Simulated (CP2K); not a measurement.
Consider isocyanocyclopropane at its PBE geometry (Å).

```xyz
10

C     2.7669   -0.4246   -0.1039
N     1.6382   -0.2554    0.2075
C     0.3030   -0.0588    0.5820
C    -0.7967   -0.6351   -0.2867
C    -0.5644    0.8556   -0.2584
H     0.1610   -0.0574    1.6618
H    -0.4794   -1.1805   -1.1727
H    -1.6661   -1.0428    0.2255
H    -0.0896    1.3089   -1.1258
H    -1.2728    1.4901    0.2706
```

Method: CP2K XAS_TDP, all-electron GAPW, PBEh(45%), aug-cc-pVDZ, TDA, GW2X-corrected core level, no relativity.

Where do the C K-edge lines lie, and how strong are they?

Leading lines: C1 288.85 eV, C3 291.26 eV and C4 290.39 eV. The leading line of an atom is its first one with 35 % of the strongest within 2.5 eV of its lowest line over the strength cut. Core ionisation energies at this level: C3 293.83, C4 292.62 and C1 294.29 eV.

The first six lines of each atom with a strength over 0.0015:

| atom | energy (eV) | states | strength, one atom | above the computed threshold |
| --- | --- | --- | --- | --- |
| C1 (bonded to N) | 288.85 | 1 | 0.0684 |  |
|  | 289.05 | 1 | 0.0662 |  |
|  | 293.37 | 1 | 0.0016 |  |
|  | 294.32 | 1 | 0.0047 | yes |
|  | 294.52 | 2 | 0.0046 | yes |
|  | 294.71 | 1 | 0.0015 | yes |
| C3 (bonded to 2 C, N and H) | 291.26 | 1 | 0.0130 |  |
|  | 291.55 | 1 | 0.0172 |  |
|  | 292.25 | 1 | 0.0139 |  |
|  | 292.32 | 1 | 0.0047 |  |
|  | 292.76 | 1 | 0.0026 |  |
|  | 293.44 | 2 | 0.0307 |  |
| C4 (bonded to 2 C and 2 H), 2 alike | 290.33 | 1 | 0.0096 |  |
|  | 290.39 | 1 | 0.0321 |  |
|  | 290.74 | 1 | 0.0131 |  |
|  | 291.33 | 1 | 0.0017 |  |
|  | 291.48 | 1 | 0.0039 |  |
|  | 291.93 | 1 | 0.0045 |  |

Lines are vertical, at one geometry, with no vibrational structure. GW2X ionisation energies and lines can be off by 1 to 2 eV either way, and a good line position may hide errors that cancel. These values hold no scalar relativity, about 0.1 eV for C 1s. Rydberg lines, and the discretised continuum above threshold, depend on the basis and the box.

[Banner, clock and machine lines of the logs are left out without a mark of their own.]

[Logs are printed without paths, hosts, clocks, repeated set-up lines and the standing remarks that a program may print on its own settings, such as how far it seeks lower states.]

[Hosts, paths, dates, database ids (printed as entryN), source tags and the programs' standing remarks are cut or masked in the printed files.]
